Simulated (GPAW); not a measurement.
# PbO (P4/nmm): one start, several treatments of the self-energy

How much does the gap of PbO (P4/nmm) depend on the approximation to the self-energy?

Calculated with GPAW 26.7.0; PBE and many-body steps on it, plane waves.

The database entry behind the starting cell differs from later determinations by our own check (c about 1 % long), so it need not match the best structure at ambient conditions.

## Step 1: The structure

Symmetry: P4/nmm, No. 129, tetragonal system. Conventional cell: a = 3.960 Å, b = 3.960 Å, c = 5.070 Å, α = 90.00°, β = 90.00°, γ = 90.00°. Nearest to Pb lie 4 O at 2.32 Å. O has 4 Pb at 2.32 Å nearest. Farther neighbours and most contacts between anions are not listed.

Coordinates:

```xyz
4
Lattice="3.9600 0.0000 0.0000 0.0000 3.9600 0.0000 0.0000 0.0000 5.0700" Properties=species:S:1:pos:R:3 pbc="T T T"
Pb    0.0000    1.9800    1.2093
Pb    1.9800    0.0000    3.8607
O     0.0000    0.0000    0.0000
O     1.9800    1.9800    0.0000
```

The cell and positions come from the Crystallography Open Database and are kept as given unless a step says otherwise. Spin-orbit coupling is left out unless a step names it.

## Step 2: Empty states on the mesh, 4×4×4 mesh, 723 bands

This step: GPAW 26.7.0; DFT, PBE, plane waves, PAW.

The sums over transitions need many empty states on a uniform mesh; this step solves for them.

File run.py:

```python
import json
import numpy as np
from gpaw.mpi import world
from gpaw import GPAW

calc = GPAW('gs.gpw').fixed_density(kpts={'size': (4, 4, 4), 'gamma': True},
    parallel={'domain': 1, 'band': 1},
    txt='nscf.txt')
calc.diagonalize_full_hamiltonian(nbands=723)
calc.write('full.gpw', mode='all')
res = {}
kpts = calc.get_ibz_k_points()
res['kpts'] = kpts
res['eigenvalues'] = [calc.get_eigenvalues(kpt=k) for k in range(len(kpts))]
res['n_electrons'] = calc.get_number_of_electrons()

if world.rank == 0:
    with open('result.json', 'w') as f:
        json.dump(res, f, default=lambda x: x.tolist())
```

Launch:

```console
$ mpirun -n 8 gpaw python run.py
```

Numbers of over 12 decimals in the logs are rounded to 6 here.

What it wrote:

```text
Diagonalizing LCAO Hamiltonian
Converting LCAO to pw mode
convergence criteria:
- Maximum integral of absolute [eigenst]ate change: 4e-08 eV^2 / valence electron
maximum number of iterations: 100

SCF iterations
|iter     |     time |      energy | eigst |  dens |
|iter:   1|  |             | +1.00 |       |
|iter:   2|  |             | -0.48 |       |
|iter:   3|  |             | -1.51 |       |
[...]
|iter:   8|  |             | -6.19 |       |
|iter:   9|  |             | -7.12 |       |
|iter:  10|  |             | -7.77c|       |
SCF steps: 10
  __  _  _
 | _ |_)|_||  |
 |__||  | ||/\| - 26.7.0

Input parameters:
  mode=PW(ecut=600.0),
  convergence={'density': 1e-06, 'bands': -3},
  gpts=array([24, 24, 30]),
  kpts=MonkhorstPack(size=(4, 4, 4), gamma=True),
  maxiter=100,
  nbands=28,
  occupations=Occupations(name='fermi-dirac', width=0.001, fixmagmom=False),
  parallel={'domain': 1, 'band': 1},
  xc=XC(name='PBE')
Matrix size: 2640x2640
# Writing to full.gpw (mode='all')
  [... matrices ...]

timing:  # [seconds]
  Total: 33.566  # ━━━━━━━━━━━━━━━━━━━━━━━━━━━━━━━━━━━━━━━━━━━━━━━━━━━━━━━━━━
```

The job ended after 40 s (8 MPI ranks of AMD EPYC 7B13 (Zen 3), shared host; peak memory 6.2 GiB; 5.3 min of CPU time).

This step gave:

```yaml
gap: 1.098 eV
k_of_the_valence_top: 0, 0, 0
k_of_the_conduction_bottom: 0.5, 0.5, 0
least_direct_gap: 2.161 eV
k_points_computed: 18
lowest_point_of_the_top_converged_band_above_the_valence_top: 235.3706 eV
```

On this mesh the gap is 1.098 eV.

## Step 3: G0W0, Godby-Needs plasmon pole

G0W0 replaces the xc potential by the self-energy, built once from these orbitals. Only a window of levels is corrected, while the sums run over the empty bands that the input names.

This step: G0W0 on PBE, plane waves, PAW.

File run.py:

```python
import json
import numpy as np
from gpaw.mpi import world
from gpaw.response.g0w0 import G0W0

gw = G0W0('full.gpw',
    filename='gw',
    kpts=[0, 15],
    bands=(18, 22),
    ecut=150,
    nbands=331,
    integrate_gamma='WS',
    ppa=True)
gw.calculate()
res = {mode: {k: v for k, v in r.items() if k != 'sigma_eskwn'}
       for mode, r in gw.all_results.items()}

if world.rank == 0:
    with open('result.json', 'w') as f:
        json.dump(res, f, default=lambda x: x.tolist())
```

Launch:

```console
$ mpirun -n 8 gpaw python run.py
```

What it wrote:

```text
Using integrator: PointIntegrator
FrequencyGridDescriptor(from 0.000+0.000j to 0.000+27.211j eV, 2 points)
Nonperiodic BCs:  [False False False]
Using integrator: PointIntegrator
FrequencyGridDescriptor(from 0.000+0.000j to 0.000+27.211j eV, 2 points)
Nonperiodic BCs:  [False False False]
  ___  _ _ _
 |   || | | |
 | | || | | |
 |__ ||_____|
 |___|

BZ k-points: Symmetries present (total): 8

  [... matrices ...]
64 k-points: 4 x 4 x 4 Monkhorst-Pack grid + [1/8,1/8,1/8]
18 k-points in the irreducible part of the Brillouin zone
       k-points in crystal coordinates                weights
   0:     0.00000000    0.00000000    0.00000000          1/64
   1:     0.00000000    0.00000000    0.25000000          2/64
   2:     0.00000000    0.00000000    0.50000000          1/64
   3:     0.25000000    0.00000000    0.00000000          4/64
   4:     0.25000000    0.00000000    0.25000000          8/64
   5:     0.25000000    0.00000000    0.50000000          4/64
   6:     0.25000000    0.25000000    0.00000000          4/64
   7:     0.25000000    0.25000000    0.25000000          8/64
   8:     0.25000000    0.25000000    0.50000000          4/64
   9:     0.50000000    0.00000000    0.00000000          2/64
          ...
  17:     0.50000000    0.50000000    0.50000000          1/64

Distributing spins, k-points and bands (1 x 2 x 4) over 8 processes
Number of blocks: 1

Quasi particle states:
k-points (IBZ indices): [0, 15]
Band range: (18, 22)
  [... matrices ...]
Computational parameters:
Plane wave cut-off: 150 eV
Number of bands: 331
Coulomb cutoff: None
Broadening: 0.1 eV

fxc modes: GW
Kernel: RPA
Using Godby-Needs plasmon-pole approximation:
  Fitting energy: i*E0, E0 = 1.000 Hartree
Summing all q:

Calculating screened Coulomb potential
No Coulomb truncation
FrequencyGridDescriptor(from 0.000+0.000j to 0.000+27.211j eV, 2 points)
Removing empty qpoint cache files...

Calculating chi0 body with:
    Ground state adapter containing:
    Number of spins: 1
    Number of kpoints: 64
    Number of irreducible kpoints: 18
    Number of completely occupied states: 20
    Number of partially occupied states: 20
    Occupied states memory: 5.2734375 M / cpu

    Linear response parametrization:
    q_c: [0.0, 0.0, 0.0]
    Number of frequency points: 2
    Planewave cutoff: 150.0
    Number of bands: 331
    Number of planewaves: 343
    Broadening (eta): 1e-06
    comm.size: 8
    kncomm.size: 8
    blockcomm.size: 1

    Memory estimate of potentially large arrays:
        chi0_wGG: 3.590363 M / cpu
Integrating chi0 body.

Symmetries of q_c:
    Direct symmetries (Uq -> q): 8
    Indirect symmetries (TUq -> q): 8
In total 16 allowed symmetries.

  [... matrices ...]
18 groups of equivalent kpoints. 71.875% reduction.

Integral kind: response function
Integrating chi0 head and wings.

Symmetries of q_c:
    Direct symmetries (Uq -> q): 8
    Indirect symmetries (TUq -> q): 8
In total 16 allowed symmetries.

  [... matrices ...]
18 groups of equivalent kpoints. 71.875% reduction.

Integral kind: response function wings

Calculating chi0 body with:
    Ground state adapter containing:
    Number of spins: 1
    Number of kpoints: 64
    Number of irreducible kpoints: 18
    Number of completely occupied states: 20
    Number of partially occupied states: 20
    Occupied states memory: 5.2734375 M / cpu

    Linear response parametrization:
[... the further q-points ...]

Results:
f:      Occupation numbers
eps:     KS-eigenvalues [eV]
vxc:     KS vxc [eV]
exx:     Exact exchange [eV]
sigma:   Self-energies [eV]
dsigma:  Self-energy derivatives
Z:       Renormalization factors
qp:      QP-energies [eV]

k-point 0 (0): (0.000, 0.000, 0.000)                GW
band       f     eps     vxc     exx   sigma  dsigma       Z      qp
                                                                   GW
  18   1.000   4.064 -20.616 -25.575   4.556  -0.356   0.737   3.766
  19   1.000   5.735 -19.588 -21.991   2.068  -0.287   0.777   5.474
  20   0.000   8.091 -14.027 -10.056  -3.535  -0.213   0.824   8.450
  21   0.000  11.168 -12.719  -8.162  -4.202  -0.209   0.827  11.461

k-point 1 (15): (0.500, 0.500, 0.000)                GW
band       f     eps     vxc     exx   sigma  dsigma       Z      qp
                                                                   GW
  18   1.000   4.672 -21.414 -26.211   4.519  -0.351   0.740   4.467
  19   1.000   4.672 -21.414 -26.211   4.519  -0.351   0.740   4.467
  20   0.000   6.833 -11.127  -7.864  -3.204  -0.207   0.829   6.882
  21   0.000   6.833 -11.127  -7.864  -3.204  -0.207   0.829   6.882
```

Elapsed: 3.8 min, on 8 MPI ranks; peak memory 3.8 GiB; 31 min of CPU time.

This step gave:

```
G0W0 gap on the points computed              : 1.407 eV
least direct G0W0 gap on the computed points : 2.415 eV
Z at the valence top                         : 0.7772
Z at the conduction bottom                   : 0.8285
starting gap on the mesh                     : 1.098 eV
k of the valence top                         : 0, 0, 0
k of the conduction bottom                   : 0.5, 0.5, 0
```

The gap on the mesh goes from 1.10 eV to 1.41 eV, a correction of +0.31 eV.

## Step 4: One-shot HSE06

This step: one-shot HSE06 levels on PBE orbitals, plane waves, PAW.

File run.py:

```python
import json
import numpy as np
from gpaw.mpi import world
from gpaw.hybrids.eigenvalues import non_self_consistent_eigenvalues

dft, vxc, vxc_hyb = non_self_consistent_eigenvalues('full.gpw', 'HSE06', 18, 22, kpt_indices=[0, 15])
res = {'dft': dft[0], 'hybrid': (dft - vxc + vxc_hyb)[0]}
if world.rank == 0:
    with open('hybrid.txt', 'w') as f:
        for k, e0, e1 in zip([0, 15], res['dft'], res['hybrid']):
            print(k, ' '.join(f'{x:9.4f}' for x in e0), '|', ' '.join(f'{x:9.4f}' for x in e1), file=f)

if world.rank == 0:
    with open('result.json', 'w') as f:
        json.dump(res, f, default=lambda x: x.tolist())
```

Launch:

```console
$ mpirun -n 8 gpaw python run.py
```

What it wrote:

```text
IBZ(<points: 18, symmetries: 8>)
Occupied bands: 20
Transforming wave functions from IBZ to BZ: 0.037 seconds
Distributing wave functions and iFFT-ing to real space: 0.182 seconds
Calculating eigenvalues:
  k-points: 2
  Bands: 18-21 (inclusive)
  Seconds: 0.620 (wave-function broadcasting: 0.013 seconds)
HSE06-eigenvalue shifts:
  min: -1.199 eV
  ave: -0.405 eV
  max: 0.381 eV
```

It took 5.4 s on 8 MPI ranks; peak memory 1.8 GiB.

This step gave:

* starting gap on the mesh: 1.098 eV
* hybrid gap on the mesh: 1.799 eV
* least direct hybrid gap on the computed points: 3.237 eV

## Step 5: G0W0, extrapolated in the cutoff

This step: G0W0 on PBE, plane waves, PAW.

File run.py:

```python
import json
import numpy as np
from gpaw.mpi import world
from gpaw.response.g0w0 import G0W0

gw = G0W0('full.gpw',
    filename='gw',
    kpts=[0, 15],
    bands=(18, 22),
    ecut=250.0,
    integrate_gamma='WS',
    ppa=True,
    ecut_extrapolation=True)
gw.calculate()
res = {mode: {k: v for k, v in r.items() if k != 'sigma_eskwn'}
       for mode, r in gw.all_results.items()}

if world.rank == 0:
    with open('result.json', 'w') as f:
        json.dump(res, f, default=lambda x: x.tolist())
```

Launch:

```console
$ mpirun -n 8 gpaw python run.py
```

What it wrote:

```text
Using integrator: PointIntegrator
FrequencyGridDescriptor(from 0.000+0.000j to 0.000+27.211j eV, 2 points)
Nonperiodic BCs:  [False False False]
Using integrator: PointIntegrator
FrequencyGridDescriptor(from 0.000+0.000j to 0.000+27.211j eV, 2 points)
Nonperiodic BCs:  [False False False]
  ___  _ _ _
 |   || | | |
 | | || | | |
 |__ ||_____|
 |___|

BZ k-points: Symmetries present (total): 8

  [... matrices ...]
64 k-points: 4 x 4 x 4 Monkhorst-Pack grid + [1/8,1/8,1/8]
18 k-points in the irreducible part of the Brillouin zone
       k-points in crystal coordinates                weights
   0:     0.00000000    0.00000000    0.00000000          1/64
   1:     0.00000000    0.00000000    0.25000000          2/64
   2:     0.00000000    0.00000000    0.50000000          1/64
[...]
9:     0.50000000    0.00000000    0.00000000          2/64
          ...
  17:     0.50000000    0.50000000    0.50000000          1/64

Distributing spins, k-points and bands (1 x 2 x 4) over 8 processes
Number of blocks: 1

Quasi particle states:
k-points (IBZ indices): [0, 15]
Band range: (18, 22)
  [... matrices ...]
Computational parameters:
Extrapolating to infinite plane wave cut-off using points at:
  215.443 eV
  231.120 eV
  250.000 eV
Number of bands: 713
Coulomb cutoff: None
Broadening: 0.1 eV

fxc modes: GW
Kernel: RPA
Using Godby-Needs plasmon-pole approximation:
  Fitting energy: i*E0, E0 = 1.000 Hartree
Summing all q:

Calculating screened Coulomb potential
No Coulomb truncation
FrequencyGridDescriptor(from 0.000+0.000j to 0.000+27.211j eV, 2 points)
Removing empty qpoint cache files...

Calculating chi0 body with:
    Ground state adapter containing:
    Number of spins: 1
    Number of kpoints: 64
    Number of irreducible kpoints: 18
[...]
Integrating chi0 body.

Symmetries of q_c:
    Direct symmetries (Uq -> q): 8
    Indirect symmetries (TUq -> q): 8
In total 16 allowed symmetries.

  [... matrices ...]
18 groups of equivalent kpoints. 71.875% reduction.

Integral kind: response function
Integrating chi0 head and wings.

Symmetries of q_c:
    Direct symmetries (Uq -> q): 8
    Indirect symmetries (TUq -> q): 8
In total 16 allowed symmetries.

  [... matrices ...]
18 groups of equivalent kpoints. 71.875% reduction.

Integral kind: response function wings

Calculating chi0 body with:
    Ground state adapter containing:
    Number of spins: 1
    Number of kpoints: 64
    Number of irreducible kpoints: 18
    Number of completely occupied states: 20
    Number of partially occupied states: 20
    Occupied states memory: 5.2734375 M / cpu

    Linear response parametrization:
[... the further q-points ...]
Extrapolating selfenergy to infinite energy cutoff:
  Performing linear fit to 3 points
  Warning: Bad quality of linear fit for some (n,k).
           Higher cutoff might be necessary.
  Minimum R^2 = 0.8478. (R^2 Should be close to 1)
  [... matrices ...]
Results:
f:      Occupation numbers
eps:     KS-eigenvalues [eV]
vxc:     KS vxc [eV]
exx:     Exact exchange [eV]
sigma:   Self-energies [eV]
dsigma:  Self-energy derivatives
Z:       Renormalization factors
qp:      QP-energies [eV]

k-point 0 (0): (0.000, 0.000, 0.000)                GW
band       f     eps     vxc     exx   sigma  dsigma       Z      qp
                                                                   GW
  18   1.000   4.064 -20.616 -25.575   4.099  -0.365   0.733   3.433
  19   1.000   5.735 -19.588 -21.991   1.664  -0.295   0.772   5.165
  20   0.000   8.091 -14.027 -10.056  -3.721  -0.216   0.822   8.297
[...]
k-point 1 (15): (0.500, 0.500, 0.000)                GW
band       f     eps     vxc     exx   sigma  dsigma       Z      qp
                                                                   GW
[...]
20   0.000   6.833 -11.127  -7.864  -3.306  -0.208   0.828   6.798
  21   0.000   6.833 -11.127  -7.864  -3.306  -0.208   0.828   6.798
```

Elapsed: 39 min, on 8 MPI ranks; peak memory 5.8 GiB.

This step gave:

```yaml
quasiparticle_gap_on_the_points_computed: 1.633 eV
least_direct_quasiparticle_gap_on_the_computed_points: 2.689 eV
z_at_the_valence_top: 0.7719
z_at_the_conduction_bottom: 0.8276
starting_gap_on_the_mesh: 1.098 eV
k_of_the_valence_top: 0, 0, 0
k_of_the_conduction_bottom: 0.5, 0.5, 0
gaps_at_the_cutoffs_of_the_extrapolation: 1.497, 1.511, 1.525 eV
```

Against G0W0 in GPAW (4×4×4 mesh, 331 bands, screening to 150 eV, Godby-Needs plasmon pole), the gap moves by +0.226 eV.

## Step 6: One-shot PBE0

This step: one-shot PBE0 levels on PBE orbitals, plane waves, PAW.

File run.py:

```python
import json
import numpy as np
from gpaw.mpi import world
from gpaw.hybrids.eigenvalues import non_self_consistent_eigenvalues

dft, vxc, vxc_hyb = non_self_consistent_eigenvalues('full.gpw', 'PBE0', 18, 22, kpt_indices=[0, 15])
res = {'dft': dft[0], 'hybrid': (dft - vxc + vxc_hyb)[0]}
if world.rank == 0:
    with open('hybrid.txt', 'w') as f:
        for k, e0, e1 in zip([0, 15], res['dft'], res['hybrid']):
            print(k, ' '.join(f'{x:9.4f}' for x in e0), '|', ' '.join(f'{x:9.4f}' for x in e1), file=f)

if world.rank == 0:
    with open('result.json', 'w') as f:
        json.dump(res, f, default=lambda x: x.tolist())
```

Launch:

```console
$ mpirun -n 8 gpaw python run.py
```

What it wrote:

```text
IBZ(<points: 18, symmetries: 8>)
Occupied bands: 20
Transforming wave functions from IBZ to BZ: 0.050 seconds
Distributing wave functions and iFFT-ing to real space: 0.141 seconds
Calculating eigenvalues:
  k-points: 2
  Bands: 18-21 (inclusive)
  Seconds: 0.930 (wave-function broadcasting: 0.015 seconds)
HSE06-eigenvalue shifts:
  min: -1.584 eV
  ave: -0.425 eV
  max: 0.747 eV
```

Wall time 6.1 s (8 MPI ranks); peak memory 1.8 GiB.

This step gave:

| Quantity | Value |
| --- | --- |
| starting gap on the mesh | 1.098 eV |
| hybrid gap on the mesh | 2.480 eV |
| least direct hybrid gap on the computed points | 3.904 eV |

## Step 7: G0W0, full frequency, Hilbert transform

This step: G0W0 on PBE, plane waves, PAW.

File run.py:

```python
import json
import numpy as np
from gpaw.mpi import world
from gpaw.response.g0w0 import G0W0

gw = G0W0('full.gpw',
    filename='gw',
    kpts=[0, 15],
    bands=(18, 22),
    ecut=150,
    nbands=331,
    integrate_gamma='WS',
    frequencies={'type': 'nonlinear', 'domega0': 0.1, 'omega2': 15.0},
    eta=0.1,
    nblocksmax=True)
gw.calculate()
res = {mode: {k: v for k, v in r.items() if k != 'sigma_eskwn'}
       for mode, r in gw.all_results.items()}

if world.rank == 0:
    with open('result.json', 'w') as f:
        json.dump(res, f, default=lambda x: x.tolist())
```

Launch:

```console
$ mpirun -n 8 gpaw python run.py
```

What it wrote:

```text
Using integrator: PointIntegrator
NonLinearFrequencyDescriptor(from 0.000 to 156.265 eV, 295 points)
Nonperiodic BCs:  [False False False]
Using integrator: PointIntegrator
NonLinearFrequencyDescriptor(from 0.000 to 156.265 eV, 295 points)
Nonperiodic BCs:  [False False False]
  ___  _ _ _
 |   || | | |
 | | || | | |
 |__ ||_____|
 |___|

BZ k-points: Symmetries present (total): 8

  [... matrices ...]
64 k-points: 4 x 4 x 4 Monkhorst-Pack grid + [1/8,1/8,1/8]
18 k-points in the irreducible part of the Brillouin zone
       k-points in crystal coordinates                weights
[...]
GW
  18   1.000   4.064 -20.616 -25.575   4.473  -0.424   0.702   3.723
  19   1.000   5.735 -19.588 -21.991   1.984  -0.343   0.745   5.423
  20   0.000   8.091 -14.027 -10.056  -3.548  -0.247   0.802   8.430
[...]
k-point 1 (15): (0.500, 0.500, 0.000)                GW
band       f     eps     vxc     exx   sigma  dsigma       Z      qp
                                                                   GW
[...]
20   0.000   6.833 -11.127  -7.864  -3.177  -0.240   0.806   6.902
  21   0.000   6.833 -11.127  -7.864  -3.177  -0.240   0.806   6.902
```

Wall time 6.6 min (8 MPI ranks); peak memory 4.9 GiB; 53 min of CPU time.

Numbers from this step:

| Item | Value |
| --- | --- |
| G0W0 gap on the points computed | 1.479 eV |
| least direct G0W0 gap on the computed points | 2.500 eV |
| starting gap on the mesh | 1.098 eV |
| k of the valence top | 0, 0, 0 |
| k of the conduction bottom | 0.5, 0.5, 0 |

Against G0W0 in GPAW (4×4×4 mesh, 331 bands, screening to 150 eV, Godby-Needs plasmon pole), the gap moves by +0.071 eV.

## Step 8: Side by side

Times are wall times on 8 MPI ranks of AMD EPYC 7B13 (Zen 3), shared host, good to a factor of about two.

```tsv
run	mesh	bands	screening cutoff (eV)	DFT gap (eV)	gap on the mesh (eV)	direct (eV)	time
G0W0, Godby-Needs plasmon pole	4×4×4	331	150	1.098	1.407	2.415	3.8 min
one-shot HSE06	4×4×4	-	-	1.098	1.799	3.237	5.4 s
G0W0, extrapolated in the cutoff	4×4×4	-	250	1.098	1.633	2.689	39 min
one-shot PBE0	4×4×4	-	-	1.098	2.480	3.904	6.1 s
G0W0, full frequency, Hilbert transform	4×4×4	331	150	1.098	1.479	2.500	6.6 min
```

## Step 9: Outcome

```
G0W0, Godby-Needs plasmon pole          : 1.407 eV
one-shot HSE06                          : 1.799 eV
G0W0, extrapolated in the cutoff        : 1.633 eV
one-shot PBE0                           : 2.480 eV
G0W0, full frequency, Hilbert transform : 1.479 eV
known limits                            : not at the basis limit; no spin-orbit coupling; coarse k mesh
```

What this shows: One-shot HSE06: +0.391 eV against G0W0, Godby-Needs plasmon pole. G0W0, extrapolated in the cutoff: +0.226 eV against G0W0, Godby-Needs plasmon pole, at other bands or cutoff, so not like for like. One-shot PBE0: +1.072 eV against G0W0, Godby-Needs plasmon pole. G0W0, full frequency, Hilbert transform: +0.071 eV against G0W0, Godby-Needs plasmon pole. One-shot hybrid levels are evaluated on the PBE orbitals. Bands and cutoff are finite, so the gap is not at the basis limit. The miss can reach some tenths of an eV and take either sign; the mesh is an error of its own. These stock PAW sets were not made for GW. In the G0W0 runs levels were corrected at 2 k points alone, so a gap called «on the mesh» is the least over those, and an edge elsewhere would be missed. The program warns of a poor linear fit in the extrapolation of some level, so the extrapolated values are rough. The 4×4×4 mesh is coarse for this cell, which bears on the long-range parts of exchange and screening. Where an edge is built on 6p states of lead, bismuth or thallium, scalar-relativistic gaps usually stand too wide, by a few tenths to over one eV. The many-body steps are scalar-relativistic: spin-orbit coupling is not in them.

[Paths, hosts, dates, memory and timing lines, banners, echoed tables and standing remarks are left out of the program output.]

[Logs are printed without paths, hosts, clocks, repeated set-up lines and the standing remarks that a program may print on its own settings, such as how far it seeks lower states.]

[Runs of the session that timed out or met a known fault of the program may be left out.]

[Hosts, paths, dates, database ids (printed as entryN), source tags and the programs' standing remarks are cut or masked in the printed files.]
